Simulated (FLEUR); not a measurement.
# Collinear magnetic orders of free Ni(111) film, 1 layer with FLEUR, part 2 of 2

Does free Ni(111) film, 1 layer prefer parallel or opposed moments?

FLEUR MaX-R8.1; PBE; all-electron FLAPW film, Dirac cores, scalar-relativistic bands.

So far, largest spin moment in the muffin-tin sphere (μB): step 2 (start 1: ferro +) 0.865; step 3 (run 2 (antiferro q=(0,1/2,0) +-)) 0.506.

## 4. Start 3: no spin polarisation

Without spin polarisation no moment can form, so the difference from the other runs is what forming moments gains.

The k list default-1 (kpts.xml, not shown) is a Γ-centred 18×18×1 mesh.

Contents of inp.xml:

```
<?xml version="1.0" encoding="UTF-8" standalone="no"?>
<fleurInput fleurInputVersion="0.39">
   <comment>
      Ni
   </comment>
   <calculationSetup>
      <cutoffs Kmax="3.66" Gmax="11.0" GmaxXC="11.0" numbands="0"/>
      <scfLoop itmax="120" minDistance="0.00002" maxIterBroyd="15" imix="Anderson" alpha="0.03" precondParam="0.0" spinf="2.0" sdNocoIR="T"/>
      <coreElectrons ctail="T" frcor="F" kcrel="1" coretail_lmax="0"/>
      <xcFunctional name="pbe" relativisticCorrections="F"/>
      <magnetism jspins="1"/>
      <soc l_soc="F" theta="0.0" phi="0.0" spav="F"/>
      <expertModes spex="0" secvar="F"/>
      <geometryOptimization l_f="F" forcealpha="1.0" forcemix="BFGS" epsdisp="0.00001" epsforce="0.00001"/>
      <ldaU l_linMix="F" mixParam="0.05" spinf="1.0"/>
   </calculationSetup>
   <cell>
      <bzIntegration valenceElectrons="18.0" mode="hist" fermiSmearingEnergy="0.00183747">
         <kPointListSelection listName="default-1"/>
         <xi:include xmlns:xi="http://www.w3.org/2001/XInclude" href="kpts.xml"> </xi:include>
      </bzIntegration>
      <xi:include xmlns:xi="http://www.w3.org/2001/XInclude" href="sym.xml"> </xi:include>
      <filmLattice scale="1.0" dVac="5.28" dTilda="7.78">
         <bravaisMatrixFilm>
            <row-1>    4.7086300406703598     0.0000001262337051</row-1>
            <row-2>   -2.3543151296652853     4.0777931691130949</row-2>
         </bravaisMatrixFilm>
         <vacuumEnergyParameters vacuum="1" spinUp="-.25" spinDown="-.25"/>
      </filmLattice>
   </cell>
   <atomSpecies>
      <species name="Nickel (Ni)" element="Ni" atomicNumber="28">
         <mtSphere radius="2.24" gridPoints="741" logIncrement="0.016"/>
         <atomicCutoffs lmax="8" lnonsphr="6"/>
         <electronConfig flipSpins="F">
            <coreConfig>(1s1/2) (2s1/2) (2p1/2) (2p3/2)</coreConfig>
            <valenceConfig>(3s1/2) (3p1/2) (3p3/2) (4s1/2) (3d3/2) (3d5/2)</valenceConfig>
            <stateOccupation state="(3d3/2)" spinUp="1.600000" spinDown="1.600000"/>
            <stateOccupation state="(3d5/2)" spinUp="2.400000" spinDown="2.400000"/>
         </electronConfig>
         <energyParameters s="4" p="4" d="3" f="4"/>
         <lo type="SCLO" l="0" n="3" eDeriv="0"/>
         <lo type="SCLO" l="1" n="3" eDeriv="0"/>
      </species>
   </atomSpecies>
   <atomGroups>
      <atomGroup species="Nickel (Ni)">
         <filmPos label="                   1">.0000000000 .0000000000 .0000000000</filmPos>
         <force calculate="T" relaxXYZ="TTT"/>
      </atomGroup>
   </atomGroups>
   <output dos="F" band="F" slice="F">
      <bandDOS minEnergy="-.5*Htr" maxEnergy="0.5*Htr" sigma="0.015" storeEVData="T"/>
      <plotting iplot="0" polar="F">
         <plot TwoD="T" vec1="  1.0  0.0  0.0" vec2="  0.0  1.0  0.0" vec3="  0.0  0.0  1.0" zero="  0.0  0.0 -0.5" file="plot"/>
      </plotting>
      <moessbauerParams electricFieldGradient="F" isomerShift="T" coreHyperfine="T" valenceHyperfine="T"/>
   </output>
</fleurInput>
```

Contents of crystal.txt:

```
Ni
&input film=T cartesian=F /
2.49169971213  0.00000006680  0.00000000000
-1.24584991392  2.15787521590  0.00000000000
0.00000000000  0.00000000000  1.00000000000
1.8897261246
1.0 1.0 1.0

1
28 0.00000000000  0.00000000000  0.00000000000

&kpt div1=18 div2=18 div3=1 gamma=T /
```

Started as:

```sh
$ OMP_NUM_THREADS=1 inpgen -f crystal.txt > inpgen.log  # inp.xml is then edited as shown
$ OMP_NUM_THREADS=1 mpirun -n 4 fleur_MPI > fleur.log
```

The log of the run:

```text
[banner, memory and clock lines left out]
Welcome to FLEUR        (www.flapw.de)
      MaX-Release 8.1          (www.max-centre.eu)

 ========== k-point set info ==========
 Selected k-point list: default-1
 k-point list type: mesh
 0 x 0 x 0
 Number of k points: 40

 [... set-up left out ...]
 Iteration:     1   Distance:      26.95739012 me/bohr^3
 Iteration:     2   Distance:      22.15828466 me/bohr^3
 Iteration:     3   Distance:      12.59437324 me/bohr^3
 Iteration:     4   Distance:      11.72507095 me/bohr^3
 Iteration:     5   Distance:       4.01584194 me/bohr^3
[...]
<FermiEnergy value="-0.2059337195" units="Htr"/>
         [... left out ...]
         <totalEnergy value="    -1520.7781108470" units="Htr">
            <sumOfEigenvalues value="     -886.2327877789">
               <coreElectrons value="-860.7031892320"/>
               <valenceElectrons value="-25.5295985469"/>
            </sumOfEigenvalues>
         [... left out ...]
            <freeEnergy value="-1520.7797937614"/>
            <extrapolationTo0K value="-1520.7789523042"/>
         </totalEnergy>
         <densityConvergence units="me/bohr^3">
            <chargeDensity spin="1" distance="0.0000180301"/>
         </densityConvergence>
      </iteration>
```

Wall time 13 s (4 MPI ranks of Arm Neoverse N1, shared host); peak memory 0.17 GiB; 52 s of CPU time.

This step gave:

```yaml
free_energy: -41382.5264 eV
program_s_band_gap_on_this_mesh_in_a_metal_only_a_level_spacing: 0.002400 eV
final_state: non-magnetic (no spin polarisation)
```

It lies 122 meV a seeded atom over the first start.

## 5. The states side by side

Free energies are divided by the number of seeded atoms, so that cells of unlike size compare. Wavevectors q in the names are fractions of the primitive cell's reciprocal vectors.

Orders:

| start | final state | typed order kept | energy over the lowest (meV a seeded atom) | largest sphere moment (μB) | net moment (μB a primitive cell) | mesh matched | CPU time (s) |
| --- | --- | --- | --- | --- | --- | --- | --- |
| ferro + | ferromagnetic | yes | 0 | 0.8648 | 0.7921 | yes | 87.91 |
| antiferro q=(0,1/2,0) +- | antiferromagnetic | yes | 93.64 | 0.506 | 0 | yes | 550.2 |
| no spin polarisation | non-magnetic | - | 122.4 | 0 | 0 | yes | 52.25 |

## 6. Spin–orbit coupling, moments along z

Spin–orbit coupling ties the spins to the lattice and lets orbital moments form.

A new self-consistent run of the start ferro +, with the moments along z.

Contents of inp.xml:

```
<?xml version="1.0" encoding="UTF-8" standalone="no"?>
<fleurInput fleurInputVersion="0.39">
   <comment>
      Ni
   </comment>
   <calculationSetup>
      <cutoffs Kmax="3.66" Gmax="11.0" GmaxXC="11.0" numbands="38"/>
      <scfLoop itmax="120" minDistance="0.00002" maxIterBroyd="15" imix="Anderson" alpha="0.03" precondParam="0.0" spinf="2.0" sdNocoIR="T"/>
      <coreElectrons ctail="T" frcor="F" kcrel="1" coretail_lmax="0"/>
      <xcFunctional name="pbe" relativisticCorrections="F"/>
      <magnetism jspins="2"/>
      <soc l_soc="T" theta="0.0" phi="0.0" spav="F"/>
      <expertModes spex="0" secvar="F"/>
      <geometryOptimization l_f="F" forcealpha="1.0" forcemix="BFGS" epsdisp="0.00001" epsforce="0.00001"/>
      <ldaU l_linMix="F" mixParam="0.05" spinf="1.0"/>
   </calculationSetup>
   <cell>
      <bzIntegration valenceElectrons="18.0" mode="hist" fermiSmearingEnergy="0.00183747">
         <kPointListSelection listName="default-1"/>
         <xi:include xmlns:xi="http://www.w3.org/2001/XInclude" href="kpts.xml"> </xi:include>
      </bzIntegration>
      <xi:include xmlns:xi="http://www.w3.org/2001/XInclude" href="sym.xml"> </xi:include>
      <filmLattice scale="1.0" dVac="5.28" dTilda="7.78">
         <bravaisMatrixFilm>
            <row-1>    4.7086300406703598     0.0000001262337051</row-1>
            <row-2>   -2.3543151296652853     4.0777931691130949</row-2>
         </bravaisMatrixFilm>
         <vacuumEnergyParameters vacuum="1" spinUp="-.25" spinDown="-.25"/>
      </filmLattice>
   </cell>
   <atomSpecies>
      <species name="Nickel (Ni1.000" element="Ni" atomicNumber="28">
         <mtSphere radius="2.24" gridPoints="741" logIncrement="0.016"/>
         <atomicCutoffs lmax="8" lnonsphr="6"/>
         <electronConfig flipSpins="F">
            <coreConfig>(1s1/2) (2s1/2) (2p1/2) (2p3/2)</coreConfig>
            <valenceConfig>(3s1/2) (3p1/2) (3p3/2) (4s1/2) (3d3/2) (3d5/2)</valenceConfig>
            <stateOccupation state="(3d3/2)" spinUp="1.6" spinDown="1.6"/>
            <stateOccupation state="(3d5/2)" spinUp="2.9" spinDown="1.9"/>
         </electronConfig>
         <energyParameters s="4" p="4" d="3" f="4"/>
         <lo type="SCLO" l="0" n="3" eDeriv="0"/>
         <lo type="SCLO" l="1" n="3" eDeriv="0"/>
      </species>
   </atomSpecies>
   <atomGroups>
      <atomGroup species="Nickel (Ni1.000">
         <filmPos label="                   1">.0000000000 .0000000000 .0000000000</filmPos>
         <force calculate="T" relaxXYZ="TTT"/>
      </atomGroup>
   </atomGroups>
   <output dos="F" band="F" slice="F">
      <bandDOS minEnergy="-.5*Htr" maxEnergy="0.5*Htr" sigma="0.015" storeEVData="T"/>
      <plotting iplot="0" polar="F">
         <plot TwoD="T" vec1="  1.0  0.0  0.0" vec2="  0.0  1.0  0.0" vec3="  0.0  0.0  1.0" zero="  0.0  0.0 -0.5" file="plot"/>
      </plotting>
      <moessbauerParams electricFieldGradient="F" isomerShift="T" coreHyperfine="T" valenceHyperfine="T"/>
   </output>
</fleurInput>
```

Contents of crystal.txt:

```
Ni
&input film=T cartesian=F /
2.49169971213  0.00000006680  0.00000000000
-1.24584991392  2.15787521590  0.00000000000
0.00000000000  0.00000000000  1.00000000000
1.8897261246
1.0 1.0 1.0

1
28 0.00000000000  0.00000000000  0.00000000000 : 1.000

&soc 0.0000000 0.0000000 /
&kpt div1=18 div2=18 div3=1 gamma=T /
```

The log of the run:

```text
[banner, memory and clock lines left out]
Welcome to FLEUR        (www.flapw.de)
      MaX-Release 8.1          (www.max-centre.eu)

 ========== k-point set info ==========
 Selected k-point list: default-1
 k-point list type: mesh
 18 x 18 x 1
 Number of k points: 56

 [... set-up left out ...]
 Iteration:     1   Distance:      22.47045512 me/bohr^3
 Iteration:     2   Distance:      18.47367185 me/bohr^3
 Iteration:     3   Distance:       8.70191211 me/bohr^3
 Iteration:     4   Distance:       8.98275993 me/bohr^3
 Iteration:     5   Distance:       6.01234234 me/bohr^3
 Iteration:     6   Distance:       7.71034194 me/bohr^3
 Iteration:     7   Distance:       3.35598577 me/bohr^3
 Iteration:     8   Distance:       2.99344132 me/bohr^3
 Iteration:     9   Distance:       3.38933626 me/bohr^3
 Iteration:    10   Distance:       0.72684274 me/bohr^3
 Iteration:    11   Distance:       0.35684731 me/bohr^3
 Iteration:    12   Distance:       0.08489399 me/bohr^3
 Iteration:    13   Distance:       0.07302632 me/bohr^3
 Iteration:    14   Distance:       0.04790289 me/bohr^3
[... lines left out ...]
 Iteration:    18   Distance:       0.00379309 me/bohr^3
 Iteration:    19   Distance:       0.00145774 me/bohr^3
 Iteration:    20   Distance:       0.00155024 me/bohr^3
 Iteration:    21   Distance:       0.00021204 me/bohr^3
 Iteration:    22   Distance:       0.00042198 me/bohr^3
 Iteration:    23   Distance:       0.00015643 me/bohr^3
 Iteration:    24   Distance:       0.00000295 me/bohr^3

 ********************************************************************
 Run finished successfully
 Stop message:
   all done
 ********************************************************************

--- out.xml (last complete iteration) ---
<iteration numberForCurrentRun="   24" overallNumber="   24">
         [... left out ...]
         <bandgap value="0.0000000000" units="eV"/>
         <sumValenceSingleParticleEnergies value="-25.5954867295" units="Htr"/>
         <FermiEnergy value="-0.1958799695" units="Htr"/>
         [... left out ...]
         <magneticMomentsInMTSpheres units="muBohr">
            <globalMagMoment atomType="1" vec="0.00000   0.00000   0.85876"/>
         </magneticMomentsInMTSpheres>
         <orbitalMomentsInMTSpheres units="muBohr">
            <globalMagMoment atomType="1" vec="0.00000   0.00000   0.07064"/>
         </orbitalMomentsInMTSpheres>
         [... left out ...]
         <totalEnergy value="    -1520.7845529932" units="Htr">
            <sumOfEigenvalues value="     -886.3286355746">
               <coreElectrons value="-860.7331488452"/>
               <valenceElectrons value="-25.5954867295"/>
            </sumOfEigenvalues>
         [... left out ...]
            <freeEnergy value="-1520.7851951510"/>
            <extrapolationTo0K value="-1520.7848740721"/>
         </totalEnergy>
         <densityConvergence units="me/bohr^3">
            <chargeDensity spin="1" distance="0.0000019424"/>
            <chargeDensity spin="2" distance="0.0000014342"/>
            <overallChargeDensity distance="0.0000029501"/>
            <spinDensity distance="0.0000017197"/>
         </densityConvergence>
      </iteration>
```

Wall time 32 s (4 MPI ranks); peak memory 0.22 GiB; 2.1 min of CPU time.

This step gave:

```yaml
free_energy: -41382.6733 eV
program_s_band_gap_on_this_mesh_in_a_metal_only_a_level_spacing: 0 eV
magnetization: 0.7873 μB
final_state: ferromagnetic
largest_moment: 0.8588 μB
orbital_moment_along_the_spin: 0.07064 μB
```

Orbital moment in the sphere, along the spin axis by atom:

```
atom  orbital moment in the sphere, along the spin axis (μB)
 Ni1                                                  0.0706
```

Fields along z, the direction of positive moments; semicore shells count as valence. Hyperfine fields at the nuclei:

| atom | core contact (T) | valence contact (T) | dipolar (T) | orbital (T) | sum (T) | density at the nucleus (e/bohr³) |
| --- | --- | --- | --- | --- | --- | --- |
| Ni1 | -26.46 | 9.295 | 0.5921 | 6.045 | -10.52 | 19692 |

## 7. Results

| Item | Value |
| --- | --- |
| lowest state found | ferromagnetic (typed ferro +) |
| largest site spin moment | 0.865 μB |
| next finished state | antiferromagnetic, 93.6 meV a seeded atom higher |
| energy gained by spin polarisation | 122 meV a seeded atom |
| hyperfine field at Ni1, along its moment | -10.5 T |
| orbital moment on the atom of largest spin, along its spin (spin–orbit run) | 0.0706 μB |

What this shows: The lowest state found is ferromagnetic, reached from the start ferro +, with moments up to 0.865 μB. The next finished state costs 94 meV a seeded atom. At Ni1 the core shells give -26.5 T and the valence and semicore s states 9.30 T along the moment, -20.0 T per μB together; orbital and dipolar parts add 6.6 T. Semilocal functionals tend to give too weak a core polarisation. The orbital moment is parallel to the spin, as Hund's third rule has it for a shell over half filled. This is the lowest of 3 finished starts, no proof of the ground state.

[Logs and program files are shortened in this print: banners, set-up blocks, solver, clock and traceback lines can be left out without a mark of their own.]

[Logs are printed without paths, hosts, clocks, repeated set-up lines and the standing remarks that a program may print on its own settings, such as how far it seeks lower states.]

[Hosts, paths, dates, database ids (printed as entryN), source tags and the programs' standing remarks are cut or masked in the printed files.]

[Where a cell is said to come from a database of computed structures, the database is the Materials Project.]
